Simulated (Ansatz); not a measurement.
# TiRe in the Bh ordering: lattice stability ahead of a resistivity run, part 3 of 3

The plan: relax TiRe in the Bh ordering, check its phonons, and, if the lattice is stable, compute its Eliashberg function and ρ(T).

Ansatz 0.2.0; DFT PBEsol, scalar-relativistic, plane waves, PAW.

So far, highest frequency, solved or plainly interpolated (cm⁻¹): step 5 (lattice stability: q 2×2×1, k 6×6×3) 289. Also lowest on path (cm⁻¹): step 5 -131. The relaxed cell has a = 2.726, c = 4.714 Å (conventional setting).

The structure was built from a prototype and need not be the compound's stable phase.

## Step 6: Phonons: q 3×3×2, k 9×9×6

An imaginary mode on so few k-points may come from the sampling, so the phonons are repeated with another q and k mesh.

Contents of input.yaml:

```yaml
crystal:
  lattice:
    - [2.7259668866, -2.7719e-06, 0.0]
    - [-1.3629810427, 2.3607579596, 0.0]
    - [0.0, 0.0, 4.7140884943]
  atoms:
    - { symbol: Re, position: [0.3333333333, 0.6666666667, 0.25] }
    - { symbol: Ti, position: [0.6666666667, 0.3333333333, 0.75] }
kpoints:
  mp_grid: { grid: [9, 9, 6] }
hamiltonian:
  xc: pbesol
scf:
  occupations: { method: methfessel_paxton, width: 0.2 }
output:
  eigenvalues: true
phonons:
  method: dfpt
  qmesh: [3, 3, 2]
  temperatures: { t_max: 1000, t_step: 50 }
  qpath:
    path:
      - [[0.0, 0.0, 0.0], [0.5, 0.0, 0.0], [0.33333333, 0.33333333, 0.0], [0.0, 0.0, 0.0], [0.0, 0.0, 0.5], [0.5, 0.0, 0.5], [0.33333333, 0.33333333, 0.5], [0.0, 0.0, 0.5]]
      - [[0.5, 0.0, 0.5], [0.5, 0.0, 0.0]]
      - [[0.33333333, 0.33333333, 0.5], [0.33333333, 0.33333333, 0.0]]
    npoints: 10
```

The run is started by

```sh
ansatz run input.yaml --threads 4 --pin off --max-ram 8192MiB --backend cpu --events-out ev --progress --plain --runs-dir out
```

Numbers of over 12 decimals in the logs are rounded to 6 here.

The program printed:

```text
[...]
Crystal: 2 atoms, lattice volume = 30.337 Å³
Basis set: ecut = 420 eV, 597 PW (Γ), exchange–correlation on 40×40×64 points (8 copies of the dense FFT grid, shifted against one another)
Bands: 18, of which v1, the nominal top of the filled ones, is band 14 counted from 1 (13 counted from 0)
Symmetry: 12 space group operations
k-points: 48 of 486 (time reversal used)
[...]
SCF iter   1: F=—  HF=-13210.983584 eV  |F-HF|=—  |Δ(HF+E_count)|=         —  Δρ=1.11e-2  dr2=7.81e-2  ethr=1.77e-3  ⟨swp⟩=4.4  Hψ=3597  notcnv=0
[...]
SCF iter   9: F=-13210.972829 eV  HF=-13210.972829 eV  |F-HF|=3.64e-12  |Δ(HF+E_count)|=  5.46e-12  S|Δr|=    0.00e0  Δρ=4.60e-8  dr2=6.93e-13  ethr=1.00e-12  ⟨swp⟩=5.0  Hψ=3212  notcnv=0
[...]
SCF 1 converged in 9 iterations: F = -13210.972829 eV  dr2 = 6.93e-13
[...]
SCF converged after 9 iterations
[...]
Free energy (F): -13210.972829 eV
[...]
Internal energy: -13210.971866 eV  (E = F + TS)
E sigma→0 (E₀):  -13210.972588 eV
Entropy (-TS):   -0.000963 eV (-0.481 meV/atom)
Fermi energy:    19.276737 eV
[...]
--- Band table (eV; the first three rows and the last of 48) ---
  k-point 0: bands = [... 10 lower, 18.0618, 18.0618, 18.7559, 19.3524, 20.4491, 20.4491, 20.7621, 20.7621]
  k-point 1: bands = [... 10 lower, 18.0340, 18.0340, 18.2965, 19.1559, 20.2029, 20.2029, 21.1062, 21.1062]
  k-point 2: bands = [... 10 lower, 17.2662, 17.9845, 17.9845, 18.9403, 19.9503, 19.9503, 21.6273, 21.6273]
  k-point 47: bands = [... 10 lower, 16.6665, 16.7185, 17.1755, 19.0979, 20.2761, 20.4767, 22.8256, 23.1230]
[...]
ASR residual: 3.401e-5 → 0.000e0 eV/Å²; symmetrization residual: 6.070e-6 eV/Å²
  ASR residual per site (eV/Å²): 3.40e-5 9.13e-6
  Γ frequencies (cm⁻¹): -92.88 -92.88 0.00 0.00 0.00 297.69
--- Phonons (arbitrary-q DFPT): 6 irreducible q on the 3×3×2 mesh ---
[...]
interpolated dispersion: 93 rows × 6 modes
[...]
```

Elapsed: 53 s, on 4 threads of Intel Xeon Platinum 8375C at 2.90GHz (Ice Lake), shared host; peak memory 0.84 GiB; 3.3 min of CPU time.

Numbers from this step:

```
share of imaginary modes in the plain interpolation between solved wavevectors : 0.2266
highest frequency, solved or plainly interpolated                              : 297.7 cm⁻¹
```

Solved on the 3×3×2 mesh alone; all other wavevectors are interpolated. Phonon branches along the path, in cm⁻¹:

| point | branch 1 | branch 2 | branch 3 | branch 4 | branch 5 | branch 6 |
| --- | --- | --- | --- | --- | --- | --- |
| Γ | -93 | -93 | 0 | 0 | 0 | 298 |
| halfway | -90 | -82 | 90 | 96 | 185 | 245 |
| M | -81 | 34 | 97 | 146 | 170 | 246 |
| halfway | -24 | 69 | 101 | 143 | 173 | 219 |
| K | 77 | 98 | 125 | 138 | 172 | 179 |
| halfway | -90 | -51 | 63 | 126 | 194 | 234 |
| Γ | -93 | -93 | 0 | 0 | 0 | 298 |
| halfway | -109 | -109 | -34 | -34 | 87 | 279 |
| A | -125 | -125 | -42 | -42 | 136 | 252 |
| halfway | -75 | -46 | 89 | 109 | 188 | 242 |
| L | -44 | -43 | 97 | 118 | 236 | 273 |
| halfway | 12 | 48 | 107 | 120 | 238 | 252 |
| H | 56 | 61 | 86 | 170 | 216 | 240 |
| halfway | -41 | -36 | 97 | 112 | 201 | 240 |
| A | -125 | -125 | -42 | -42 | 136 | 252 |
| jump to L | -44 | -43 | 97 | 118 | 236 | 273 |
| halfway | -74 | 71 | 74 | 130 | 206 | 260 |
| M | -81 | 34 | 97 | 146 | 170 | 246 |
| jump to H | 56 | 61 | 86 | 170 | 216 | 240 |
| halfway | 70 | 71 | 103 | 154 | 198 | 215 |
| K | 77 | 98 | 125 | 138 | 172 | 179 |

The phonon branches as a text plot (rows in cm⁻¹):

```
    289 |**                  ****
    271 |  *                *    *        ***            **
    254 |   *    *         *      ****   *   *        ***  **
    236 |    * ** *       *           ****************   *   *
    218 |     *    *     *             *       **  *      *  **
    201 |    * *    *  ****                         *      *  **
    183 |       *    ***                                        *
    166 |        *****     *                   **    *      ***
    148 |   *   ***** ***            **       *  *    *     *  *
    130 |     **     *   ** *     ***             *    ** **    *
    113 |  * *      * *    *           *******    ****   *     *
     95 |    ******* ****   *    *    ** **** ****  *    *  *** *
     77 | * *      ****  *   *  *     *              **   **   **
     60 |  **       *  *  *  *                *****   *   ** **
     42 |**      **     *            *       **  * *        *
     25 |*                 *   *            *          *
      7 |  *                  *     *        *
    -11 |                      *                  *
    -28 |*      *  *     *      *  *        *      **    *
    -46 | *             * * **   ***********        ******
    -64 | **   *  *        ***         *             * *  *
    -81 |*********       * ***      * *                    **
    -99 |*   *            *   ***    *                *
   -116 |                        ****                  **
         Γ       M   K        Γ   A        L   H       A|L M|H  K
```

Lowest modes at the softest wavevector of the mesh. The modes at q = (0.000, 0.000, 0.500) (shares of kinetic energy by element, %) (negative means imaginary):

```csv
mode,frequency (cm⁻¹),Re %,Ti %
1,-125.3,0,100
2,-125.3,0,100
3,-42.0,100,0
4,-42.0,100,0
5,136.2,100,0
6,252.1,0,100
```

Displacements in mode 1 (-125.3 cm⁻¹), the largest set to 1, in the home cell (x, y, z of the real part, then of the imaginary part):
```
Re1  0.00  0.00  0.00  0.00  0.00  0.00
Ti2 -1.00 -0.46  0.00  0.01 -0.03  0.00
```

Displacements in mode 5 (136.2 cm⁻¹), the largest set to 1, in the home cell:
```
Re1 0.00 0.00 1.00
Ti2 0.00 0.00 0.00
```

The modes has structure finer than the step of the table below, so its rows give means over 10 cm⁻¹, whole bins alone (the curve runs from -135 to 317 cm⁻¹). Peaks (cm⁻¹: height): Re -78.1: 0.0169, -44.0: 0.0166, 58.2: 0.0201, 123.5: 0.0227, 234.3: 0.00532; Ti -78.1: 0.00998, 58.2: 0.00847, 98.0: 0.0157, 237.1: 0.0345.

Phonopy on the run's constants, 21x21x13 mesh, Gaussian sigma 3.2 cm⁻¹. Table of modes by wavenumber; means over each step; values in 1/cm⁻¹/cell:

```
wavenumber (cm⁻¹)       Re       Ti
             -120   9.9e-6  0.00108
             -110   6.8e-5  0.00209
             -100   3.9e-4  0.00303
              -90  0.00394  0.00557
              -80   0.0138  0.00908
              -70   0.0146  0.00760
              -60   0.0115  0.00567
              -50   0.0138  0.00460
              -40   0.0143  0.00306
              -30  0.00796  0.00265
              -20  0.00486  0.00162
              -10  0.00345   9.6e-4
                0  0.00119   3.6e-4
               10  0.00387  0.00144
               20  0.00598  0.00291
               30  0.00650  0.00305
               40  0.00891  0.00466
               50   0.0132  0.00624
               60   0.0177  0.00725
               70   0.0116  0.00464
               80   0.0106  0.00731
               90   0.0138   0.0110
              100   0.0189   0.0138
              110   0.0207  0.00846
              120   0.0220  0.00679
              130   0.0191  0.00596
              140   0.0119  0.00385
              150  0.00196  0.00326
              160   6.2e-4  0.00306
              170   4.9e-4  0.00284
              180  0.00133  0.00758
              190  0.00170  0.00883
              200  0.00204   0.0129
              210  0.00244   0.0183
              220  0.00262   0.0199
              230  0.00406   0.0267
              240  0.00390   0.0291
              250  0.00163   0.0162
              260  0.00112  0.00916
              270   7.4e-4  0.00451
              280   4.5e-4  0.00178
              290   2.4e-4   8.9e-4
              300   4.2e-5   1.6e-4
              310   1.5e-7   3.0e-7
```

No LO-TO term; unit eigenvectors of the mass-weighted matrix. The modes at Γ (shares of kinetic energy by element, %) (negative means imaginary):

| mode | frequency (cm⁻¹) | symmetry | Re % | Ti % |
| --- | --- | --- | --- | --- |
| 1 | -92.9 | E' | 20 | 80 |
| 2 | -92.9 | E' | 20 | 80 |
| 3 | 0.0 | unnamed | 80 | 20 |
| 4 | 0.0 | unnamed | 80 | 20 |
| 5 | 0.0 | unnamed | 80 | 20 |
| 6 | 297.7 | A2'' | 20 | 80 |

Displacements in mode 1 (-92.9 cm⁻¹), the largest set to 1:
```
Re1 -0.26 -0.09  0.00
Ti2  1.00  0.35  0.00
```

Displacements in mode 6 (297.7 cm⁻¹), the largest set to 1:
```
Re1  0.00  0.00 -0.26
Ti2  0.00  0.00  1.00
```

Among the solved wavevectors the lowest mode, translations apart, is -125 cm⁻¹, imaginary.

## Step 7: Lattice stability: Fermi–Dirac smearing of 0.3 eV

The phonons are repeated on the same meshes with a wide Fermi–Dirac smearing, to see whether the soft mode comes from sharp features of the Fermi surface.

input.yaml: that of step 6 with these lines changed.

```diff
@@ -13,3 +13,3 @@
 scf:
-  occupations: { method: methfessel_paxton, width: 0.2 }
+  occupations: { method: fermi_dirac, width: 0.3 }
 output:
```

The program printed:

```text
band count auto-derived: 20 (N_el = 27.0; filled up to band 14; 18 by the electrons, moments and atoms)
[...]
Crystal: 2 atoms, lattice volume = 30.337 Å³
Basis set: ecut = 420 eV, 597 PW (Γ), exchange–correlation on 40×40×64 points (8 copies of the dense FFT grid, shifted against one another)
Bands: 20, of which v1, the nominal top of the filled ones, is band 14 counted from 1 (13 counted from 0)
Symmetry: 12 space group operations
k-points: 48 of 486 (time reversal used)
[...]
SCF iter   1: F=—  HF=-13211.375594 eV  |F-HF|=—  |Δ(HF+E_count)|=         —  Δρ=1.06e-2  dr2=7.53e-2  ethr=1.77e-3  ⟨swp⟩=4.9  Hψ=3853  notcnv=0
[...]
SCF iter   9: F=-13211.367270 eV  HF=-13211.367270 eV  |F-HF|=7.28e-12  |Δ(HF+E_count)|=  5.46e-12  Δρ=3.46e-8  dr2=3.48e-13  ethr=1.00e-12  ⟨swp⟩=4.8  Hψ=3436  notcnv=0
SCF 1 converged in 9 iterations: F = -13211.367270 eV  dr2 = 3.48e-13
[...]
SCF converged after 9 iterations
Free energy (F): -13211.367270 eV
[...]
Internal energy: -13210.602135 eV  (E = F + TS)
E sigma→0 (E₀):  -13210.984703 eV
Entropy (-TS):   -0.765135 eV (-382.568 meV/atom)
Fermi energy:    19.284792 eV
[...]
--- Band table (eV; the first three rows and the last of 48) ---
  k-point 0: bands = [... 10 lower, 18.1037, 18.1037, 18.7637, 19.3531, 20.4621, 20.4621, 20.7804, 20.7804, ... 2 higher]
  k-point 1: bands = [... 10 lower, 18.0756, 18.0756, 18.2967, 19.1650, 20.2164, 20.2164, 21.1244, 21.1244, ... 2 higher]
  k-point 2: bands = [... 10 lower, 17.2644, 18.0258, 18.0258, 18.9531, 19.9630, 19.9630, 21.6469, 21.6469, ... 2 higher]
  k-point 47: bands = [... 10 lower, 16.6940, 16.7155, 17.2128, 19.0875, 20.2997, 20.4912, 22.8452, 23.1461, ... 2 higher]
[...]
ASR residual: 6.466e-3 → 0.000e0 eV/Å²; symmetrization residual: 6.597e-6 eV/Å²
  ASR residual per site (eV/Å²): 2.44e-3 6.47e-3
  Γ frequencies (cm⁻¹): -71.70 -71.70 0.00 0.00 0.00 279.89
--- Phonons (arbitrary-q DFPT): 6 irreducible q on the 3×3×2 mesh ---
[...]
interpolated dispersion: 93 rows × 6 modes
[...]
```

Wall time 57 s (4 threads); peak memory 0.88 GiB; 3.6 min of CPU time.

Numbers from this step:

- share of imaginary modes in the plain interpolation between solved wavevectors: 0.1154
- highest frequency, solved or plainly interpolated: 279.9 cm⁻¹

Solved on the 3×3×2 mesh alone; all other wavevectors are interpolated. Phonon branches along the path, in cm⁻¹:

| point | branch 1 | branch 2 | branch 3 | branch 4 | branch 5 | branch 6 |
| --- | --- | --- | --- | --- | --- | --- |
| Γ | -72 | -72 | 0 | 0 | 0 | 280 |
| halfway | -57 | -55 | 91 | 114 | 195 | 246 |
| M | -38 | 73 | 125 | 166 | 184 | 280 |
| halfway | 63 | 87 | 157 | 164 | 177 | 265 |
| K | 99 | 109 | 146 | 162 | 225 | 227 |
| halfway | -54 | 37 | 91 | 136 | 210 | 235 |
| Γ | -72 | -72 | 0 | 0 | 0 | 280 |
| halfway | -80 | -80 | -27 | -27 | 83 | 264 |
| A | -88 | -88 | -35 | -35 | 128 | 241 |
| halfway | 13 | 15 | 106 | 107 | 189 | 221 |
| L | 30 | 88 | 98 | 127 | 216 | 277 |
| halfway | 60 | 84 | 118 | 154 | 214 | 263 |
| H | 84 | 90 | 101 | 213 | 220 | 225 |
| halfway | 37 | 70 | 111 | 112 | 204 | 217 |
| A | -88 | -88 | -35 | -35 | 128 | 241 |
| jump to L | 30 | 88 | 98 | 127 | 216 | 277 |
| halfway | -26 | 83 | 110 | 146 | 204 | 278 |
| M | -38 | 73 | 125 | 166 | 184 | 280 |
| jump to H | 84 | 90 | 101 | 213 | 220 | 225 |
| halfway | 97 | 100 | 110 | 196 | 222 | 226 |
| K | 99 | 109 | 146 | 162 | 225 | 227 |

The phonon branches as a text plot (rows in cm⁻¹):

```
    272 |***   *****         ****         ***            ****
    257 |   *       *      **    *       *   **
    242 |     *       *** *       ***   *       ***    **
    226 |    *       *   *           ***       *   * **      ****
    211 |     *       *  **            **************    **  *
    196 |      **   *   *                       *          *  **
    180 |        ***   *   *                  *  *          *
    165 |   *  ******** *                            *      *   *
    150 |     *     **** *            *      *    *        *
    134 |    *    *     * * *      ***   ***       *  *****     *
    119 |  *  ****       * *      *    **   **   ****      **  *
    104 |    *      ***          *    ******  ***    **  **  ****
     88 |   *      ** **  * **       **   **********     **  **
     73 | * *    **    **       *    *  **    *  *  * *    **
     58 |  *    *  *     * * *         *     *    *
     42 |**    *        * *         *       *      **  *
     27 |*        *         *          *****         *   *
     12 |                      *
     -4 |                  *  **
    -19 |**                     *  ****               *   *
    -34 | *   ****       *   *   ****                  **  **
    -50 |  ****           ***         *               *
    -65 |****                ***     *
    -80 |                       *****                  **
         Γ       M   K        Γ   A        L   H       A|L M|H  K
```

Lowest modes at the softest wavevector of the mesh. The modes at q = (0.000, 0.000, 0.500) (shares of kinetic energy by element, %) (negative means imaginary):

```
mode  frequency (cm⁻¹)  Re %  Ti %
   1             -88.1     0   100
   2             -88.1     0   100
   3             -34.8   100     0
   4             -34.8   100     0
   5             127.9   100     0
   6             240.9     0   100
```

Displacements in mode 2 (-88.1 cm⁻¹), the largest set to 1, in the home cell (x, y, z of the real part, then of the imaginary part):
```
Re1  0.00  0.00  0.00  0.00  0.00  0.00
Ti2 -1.00  0.07  0.00  0.00  0.05  0.00
```

Displacements in mode 5 (127.9 cm⁻¹), the largest set to 1, in the home cell:
```
Re1 0.00 0.00 1.00
Ti2 0.00 0.00 0.00
```

Among the solved wavevectors the lowest mode, translations apart, is -88.1 cm⁻¹, imaginary.

For the highest frequency, solved or plainly interpolated, step 6 gave 298 cm⁻¹; this run, with occupations Fermi-Dirac and smearing width 0.3 eV, gives 280 cm⁻¹ (-6 %).

## Step 8: Outcome

* phonon run of the rows without a label of their own: PBEsol, q 3×3×2, k 9×9×6
* softest mode on the q mesh: -125 cm⁻¹ at q = (0, 0, 0.5)
* highest frequency, solved or plainly interpolated: 298 cm⁻¹

The lattice is dynamically unstable at this level: a mode at q = (0, 0, 0.5) is imaginary, 125i cm⁻¹, so no harmonic coupling constant or resistivity is defined for this structure. These meshes are coarse, and single modes of a metal can move by tens of cm⁻¹ with the k mesh. Spin–orbit coupling, left out here, matters for Re. The phonon runs are not spin-polarised. The structure was built by hand as an ordered model, and its stability against other phases was not tested.

[Logs are printed without paths, hosts, clocks, repeated set-up lines and the standing remarks that a program may print on its own settings, such as how far it seeks lower states.]

[Hosts, paths, dates, database ids (printed as entryN), source tags and the programs' standing remarks are cut or masked in the printed files.]
